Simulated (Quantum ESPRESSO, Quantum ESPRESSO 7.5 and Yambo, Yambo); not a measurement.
## Al2O3 (Corundum): the gap under hydrostatic strain

Aim: the gap of Al2O3 (Corundum) under hydrostatic strain, by PBE and G0W0.

Program: Quantum ESPRESSO 7.5 and Yambo 5.3.0. Level of theory: PBE and many-body steps on it, plane waves. Results are calculated unless marked as measured.

Report form: the programs' logs are mostly left out.

## (1) The structure

It takes space group R-3c (No. 167, trigonal). The conventional cell has a = 4.760 Å, b = 4.760 Å, c = 12.996 Å, α = 90.00°, β = 90.00°, γ = 120.00°. Al has 6 O at 1.85 to 1.97 Å nearest. Nearest to O lie 4 Al at 1.85 to 1.97 Å. Farther neighbours and most contacts between anions are not listed.

The cell and positions come from the Crystallography Open Database and are kept as given unless a step says otherwise.

## (2) Ground state

This step: Quantum ESPRESSO 7.5; DFT, PBE, plane waves, norm-conserving pseudopotentials.

The ground-state density comes first.

pw.in reads:

```
&control
  calculation = 'scf'
  prefix = 'x'
  outdir = 'o'
  pseudo_dir = 'pseudo'
/
&system
  ibrav = 0
  nat = 10
  ntyp = 2
  ecutwfc = 72.0
  nbnd = 33
  force_symmorphic = .true.
/
&electrons
  conv_thr = 1e-10
  electron_maxstep = 80
  mixing_beta = 0.5
/
ATOMIC_SPECIES
  Al 26.982 Al.upf
  O 15.999 O.upf
CELL_PARAMETERS angstrom
  2.3802500000 1.3742379782 4.3318666667
  -2.3802500000 1.3742379782 4.3318666667
  -0.0000000000 -2.7484759565 4.3318666667
ATOMIC_POSITIONS crystal
  Al 0.3521600000 0.3521600000 0.3521600000
  Al 0.1478400000 0.1478400000 0.1478400000
  Al 0.6478400000 0.6478400000 0.6478400000
  Al 0.8521600000 0.8521600000 0.8521600000
  O 0.5566800000 0.9433200000 0.2500000000
  O 0.2500000000 0.5566800000 0.9433200000
  O 0.9433200000 0.2500000000 0.5566800000
  O 0.4433200000 0.0566800000 0.7500000000
  O 0.7500000000 0.4433200000 0.0566800000
  O 0.0566800000 0.7500000000 0.4433200000
K_POINTS automatic
  6 6 6 0 0 0
```

Launch:

```sh
$ OMP_NUM_THREADS=1 mpirun -n 4 pw.x -nk 4 -in pw.in > pw.out
```

Elapsed: 41 s, on 4 MPI ranks of Intel Xeon Platinum 8488C (Sapphire Rapids), shared host; peak memory 0.54 GiB; 2.7 min of CPU time.

Numbers from this step:

* total energy: -2969.2711 eV
* gap: 6.266 eV
* k of the valence top: 0, 0, 0
* k of the conduction bottom: 0, 0, 0
* least direct gap: 6.266 eV

The gap is direct, at Γ.

## (3) Empty states on the mesh, 4×4×4 mesh, 149 bands

The sums over transitions need many empty states on a uniform mesh; this step solves for them.

Changes to pw.in since step 2:

```diff
@@ -1,3 +1,3 @@
 &control
-  calculation = 'scf'
+  calculation = 'nscf'
   prefix = 'x'
@@ -11,3 +11,3 @@
   ecutwfc = 72.0
-  nbnd = 33
+  nbnd = 149
   force_symmorphic = .true.
@@ -15,5 +15,6 @@
 &electrons
-  conv_thr = 1e-10
+  conv_thr = 1e-9
   electron_maxstep = 80
-  mixing_beta = 0.5
+  diago_full_acc = .true.
+  diago_thr_init = 5e-6
 /
@@ -38,2 +39,2 @@
 K_POINTS automatic
-  6 6 6 0 0 0
+  4 4 4 0 0 0
```

Run time: 30 s. Hardware: 4 MPI ranks; peak memory 0.62 GiB.

This step gave:

```yaml
gap: 6.266 eV
k_of_the_valence_top: 0, 0, 0
k_of_the_conduction_bottom: 0, 0, 0
least_direct_gap: 6.266 eV
k_points_computed: 14
lowest_point_of_the_top_converged_band_above_the_valence_top: 65.7497 eV
```

On this mesh the gap is 6.266 eV.

## (4) Conversion and set-up

This step: Yambo 5.3.0; conversion and set-up on PBE, plane waves, norm-conserving pseudopotentials.

The states are converted to the many-body program's format and the q mesh is built.

Launch:

```sh
$ (cd o/x.save; p2y > p2y.log; mv SAVE ../..); yambo > setup.log
```

Elapsed: 2.7 s, on 1 MPI rank; peak memory 0.25 GiB.

## (5) G0W0, strain +0 %

G0W0 replaces the xc potential by the self-energy, built once from these orbitals. Only a window of levels is corrected, while the sums run over the empty bands that the input names.

This step: G0W0 on PBE, plane waves, norm-conserving pseudopotentials.

gw1.in reads:

```
HF_and_locXC
gw0
dyson
ppa
em1d
rim_cut
RandQpts= 1000000
RandGvec= 1 RL
EXXRLvcs= 72 Ry
VXCRLvcs= 288 Ry
Chimod= "HARTREE"
% BndsRnXp
 1 | 149 |
%
NGsBlkXp= 10 Ry
% LongDrXp
 1 | 1 | 1 |
%
% GbndRnge
 1 | 149 |
%
DysSolver= "n"
ExtendOut
PPAPntXp= 27.21138 eV
% QPkrange
 1 | 1 | 23 | 26 |
%
```

Launch:

```sh
$ OMP_NUM_THREADS=2 mpirun -n 2 yambo -F gw1.in -J gw1 -C gw1 > gw1.log
```

The job ended after 5.9 min (2 MPI ranks; peak memory 1.6 GiB; 23 min of CPU time).

Numbers from this step:

| Item | Value |
| --- | --- |
| G0W0 gap on the points computed | 8.446 eV |
| starting gap on the mesh | 6.266 eV |
| k of the valence top | 0, 0, 0 |
| k of the conduction bottom | 0, 0, 0 |
| least direct G0W0 gap on the computed points | 8.446 eV |
| Z at the valence top | 0.8185 |
| Z at the conduction bottom | 0.8540 |

The gap on the mesh goes from 6.27 eV to 8.45 eV, a correction of +2.18 eV.

## (6) G0W0, strain -1 %

The cell differs from the one that the last finished run ended in (a 5.130 → 5.079 Å, b 5.130 → 5.079 Å, c 5.130 → 5.079 Å).

gw2.in reads:

```
HF_and_locXC
gw0
dyson
ppa
em1d
rim_cut
RandQpts= 1000000
RandGvec= 1 RL
EXXRLvcs= 72 Ry
VXCRLvcs= 288 Ry
Chimod= "HARTREE"
% BndsRnXp
 1 | 149 |
%
NGsBlkXp= 309 RL
% LongDrXp
 1 | 1 | 1 |
%
% GbndRnge
 1 | 149 |
%
DysSolver= "n"
ExtendOut
PPAPntXp= 27.21138 eV
% QPkrange
 1 | 1 | 23 | 26 |
%
```

Launch:

```sh
$ OMP_NUM_THREADS=2 mpirun -n 2 yambo -F gw2.in -J gw2 -C gw2 > gw2.log
```

Run time: 5.8 min. Hardware: 2 MPI ranks; peak memory 1.5 GiB.

Numbers from this step:

| Property | Result |
| --- | --- |
| G0W0 gap on the points computed | 8.898 eV |
| starting gap on the mesh | 6.652 eV |
| k of the valence top | 0, 0, 0 |
| k of the conduction bottom | 0, 0, 0 |
| least direct G0W0 gap on the computed points | 8.898 eV |

The gap on the mesh goes from 6.65 eV to 8.90 eV, a correction of +2.25 eV.

Ground state, empty states and screening of this cell were made anew, as for the first cell; those steps are not shown. 

## (7) G0W0, strain +1 %

The cell differs from the one that the last finished run ended in (a 5.079 → 5.182 Å, b 5.079 → 5.182 Å, c 5.079 → 5.182 Å).

gw3.in reads:

```
HF_and_locXC
gw0
dyson
ppa
em1d
rim_cut
RandQpts= 1000000
RandGvec= 1 RL
EXXRLvcs= 72 Ry
VXCRLvcs= 288 Ry
Chimod= "HARTREE"
% BndsRnXp
 1 | 149 |
%
NGsBlkXp= 309 RL
% LongDrXp
 1 | 1 | 1 |
%
% GbndRnge
 1 | 149 |
%
DysSolver= "n"
ExtendOut
PPAPntXp= 27.21138 eV
% QPkrange
 1 | 1 | 23 | 26 |
%
```

Launch:

```sh
$ OMP_NUM_THREADS=2 mpirun -n 2 yambo -F gw3.in -J gw3 -C gw3 > gw3.log
```

Run time: 6.7 min. Hardware: 2 MPI ranks; peak memory 1.6 GiB; 26 min of CPU time.

Numbers from this step:

```
G0W0 gap on the points computed              : 7.999 eV
starting gap on the mesh                     : 5.893 eV
k of the valence top                         : 0, 0, 0
k of the conduction bottom                   : 0, 0, 0
least direct G0W0 gap on the computed points : 7.999 eV
```

The gap on the mesh goes from 5.89 eV to 8.00 eV, a correction of +2.11 eV.

Again on this cell's own states.

## (8) G0W0, strain -2 %

The cell differs from the one that the last finished run ended in (a 5.182 → 5.028 Å, b 5.182 → 5.028 Å, c 5.182 → 5.028 Å).

gw4.in reads:

```
HF_and_locXC
gw0
dyson
ppa
em1d
rim_cut
RandQpts= 1000000
RandGvec= 1 RL
EXXRLvcs= 72 Ry
VXCRLvcs= 288 Ry
Chimod= "HARTREE"
% BndsRnXp
 1 | 149 |
%
NGsBlkXp= 309 RL
% LongDrXp
 1 | 1 | 1 |
%
% GbndRnge
 1 | 149 |
%
DysSolver= "n"
ExtendOut
PPAPntXp= 27.21138 eV
% QPkrange
 1 | 1 | 23 | 26 |
%
```

Launch:

```sh
$ OMP_NUM_THREADS=2 mpirun -n 2 yambo -F gw4.in -J gw4 -C gw4 > gw4.log
```

Wall time 5.7 min (2 MPI ranks); peak memory 1.5 GiB.

Numbers from this step:

| Item | Value |
| --- | --- |
| G0W0 gap on the points computed | 9.366 eV |
| starting gap on the mesh | 7.050 eV |
| k of the valence top | 0, 0, 0 |
| k of the conduction bottom | 0, 0, 0 |
| least direct G0W0 gap on the computed points | 9.366 eV |

The gap on the mesh goes from 7.05 eV to 9.37 eV, a correction of +2.32 eV.

Again on this cell's own states.

## (9) G0W0, strain +2 %

The cell differs from the one that the last finished run ended in (a 5.028 → 5.233 Å, b 5.028 → 5.233 Å, c 5.028 → 5.233 Å).

gw5.in reads:

```
HF_and_locXC
gw0
dyson
ppa
em1d
rim_cut
RandQpts= 1000000
RandGvec= 1 RL
EXXRLvcs= 72 Ry
VXCRLvcs= 288 Ry
Chimod= "HARTREE"
% BndsRnXp
 1 | 149 |
%
NGsBlkXp= 309 RL
% LongDrXp
 1 | 1 | 1 |
%
% GbndRnge
 1 | 149 |
%
DysSolver= "n"
ExtendOut
PPAPntXp= 27.21138 eV
% QPkrange
 1 | 1 | 23 | 26 |
%
```

Launch:

```sh
$ OMP_NUM_THREADS=2 mpirun -n 2 yambo -F gw5.in -J gw5 -C gw5 > gw5.log
```

Elapsed: 6.6 min, on 2 MPI ranks; peak memory 1.6 GiB; 26 min of CPU time.

This step gave:

* G0W0 gap on the points computed: 7.562 eV
* starting gap on the mesh: 5.531 eV
* k of the valence top: 0, 0, 0
* k of the conduction bottom: 0, 0, 0
* least direct G0W0 gap on the computed points: 7.562 eV

The gap on the mesh goes from 5.53 eV to 7.56 eV, a correction of +2.03 eV.

Again on this cell's own states.

## (10) The series

One mesh (4×4×4), Godby-Needs plasmon pole, 149 bands in every cell; hydrostatic strain per length. Fractional positions are the same in all cells, though this structure has free coordinates, so these are clamped-ion slopes.

```
strain (%)  PBE gap (eV)  G0W0 gap (eV)  least direct G0W0 gap (eV)  G0W0 edges
        -2         7.050          9.366                       9.366      Γ to Γ
        -1         6.652          8.898                       8.898      Γ to Γ
        +0         6.266          8.446                       8.446      Γ to Γ
        +1         5.893          7.999                       7.999      Γ to Γ
        +2         5.531          7.562                       7.562      Γ to Γ
```

## (11) Summary of results

- slope under compression: −392 (PBE) and −460 (G0W0) meV per %
- slope under tension: −368 (PBE) and −442 (G0W0) meV per %
- ions: clamped: fractional positions held
- GW settings, unstrained cell: 4×4×4 mesh, 149 bands
- known limits: not at the basis limit

On the side of compression the slopes of gap against strain are −392 (PBE) and −460 (G0W0) meV per %. On the side of tension the slopes of gap against strain are −368 (PBE) and −442 (G0W0) meV per %. One line through all points gives volume deformation potentials of -12.66 eV (PBE) and -15.03 eV (G0W0). Gaps are read on the mesh, so a valley between its points is missed. Bands and cutoff are finite, so the gap is not at the basis limit. The miss can reach some tenths of an eV and take either sign; the mesh is an error of its own. In the G0W0 run levels were corrected at 1 k point alone, so a gap called «on the mesh» is the least over those, and an edge elsewhere would be missed.

[Paths, hosts, dates, memory and timing lines, banners, echoed tables and standing remarks are left out of the program output.]

[Logs are printed without paths, hosts, clocks, repeated set-up lines and the standing remarks that a program may print on its own settings, such as how far it seeks lower states.]

[Runs of the session that timed out or met a known fault of the program may be left out.]

[Hosts, paths, dates, database ids (printed as entryN), source tags and the programs' standing remarks are cut or masked in the printed files.]
